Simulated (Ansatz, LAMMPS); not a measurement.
**A faulty run on Zn2+ triflate in fluoroethylene carbonate at 300 K (148 atoms)**

Program: Ansatz 0.2.0. The cell: 32 F, 32 C, 48 O, 24 H, 8 S and 4 Zn.

input.yaml

```yaml
crystal:
  lattice:
    - [12.65607, 0.0, 0.0]
    - [0.0, 12.65607, 0.0]
    - [0.0, 0.0, 12.65607]
  atoms:
    - { symbol: F, position: [0.07979, 0.73034, 0.4528] }
    - { symbol: C, position: [0.00433, 0.80529, 0.43967] }
    - { symbol: C, position: [0.92047, 0.79364, 0.51822] }
    - { symbol: O, position: [0.96668, 0.8332, 0.60573] }
    - { symbol: C, position: [0.049, 0.89312, 0.57108] }
    - { symbol: O, position: [0.09991, 0.95208, 0.62857] }
    - { symbol: O, position: [0.05772, 0.9009, 0.46748] }
    - { symbol: H, position: [0.97505, 0.80499, 0.35226] }
    - { symbol: H, position: [0.85068, 0.83975, 0.50201] }
    - { symbol: H, position: [0.89048, 0.71508, 0.53752] }
    - { symbol: F, position: [0.4748, 0.54449, 0.41488] }
    - { symbol: C, position: [0.54094, 0.62212, 0.45151] }
    - { symbol: C, position: [0.50147, 0.72799, 0.42211] }
    - { symbol: O, position: [0.4366, 0.7611, 0.50452] }
    - { symbol: C, position: [0.47329, 0.70723, 0.59045] }
    - { symbol: O, position: [0.44998, 0.731, 0.67902] }
    - { symbol: O, position: [0.52871, 0.61961, 0.56039] }
    - { symbol: H, position: [0.62058, 0.61077, 0.42345] }
    [... 124 atom lines left out ...]
    - { symbol: F, position: [0.91168, 0.3988, 0.18869] }
    - { symbol: F, position: [0.96307, 0.55803, 0.16704] }
    - { symbol: Zn, position: [0.82572, 0.14633, 0.93164] }
    - { symbol: Zn, position: [0.12446, 0.0972, 0.66593] }
    - { symbol: Zn, position: [0.6905, 0.58593, 0.08199] }
    - { symbol: Zn, position: [0.39163, 0.79936, 0.80366] }
kpoints:
  mp_grid: { grid: [1, 1, 1] }
hamiltonian:
  xc: r2scan
  dispersion: d3bj
scf:
  occupations: { method: fermi_dirac, width: 0.025 }
  convergence: { dr2_threshold: 0.0 }
  max_iter: 80
output:
  forces: true
```

The run is started by

```
> ansatz run input.yaml --threads 4 --pin off --max-ram 8192MiB --backend cpu --events-out ev --progress --plain --runs-dir out
```

The log of the run:

```text
Error: invalid value for `scf.convergence.dr2_threshold`: must be finite and > 0; got 0 eV
```

It took 0.02 s on 4 threads of Intel Xeon Platinum 8488C (Sapphire Rapids), shared host; peak memory 0.043 GiB.

What is at fault here, and what would mend it?

A threshold that can't be met: scf.convergence.dr2_threshold = 0.0.

The fix is to take out scf.convergence.dr2_threshold.

The program refused it before any cycle.

[Logs are printed without paths, hosts, clocks, repeated set-up lines and the standing remarks that a program may print on its own settings, such as how far it seeks lower states.]

[Hosts, paths, dates, database ids (printed as entryN), source tags and the programs' standing remarks are cut or masked in the printed files.]
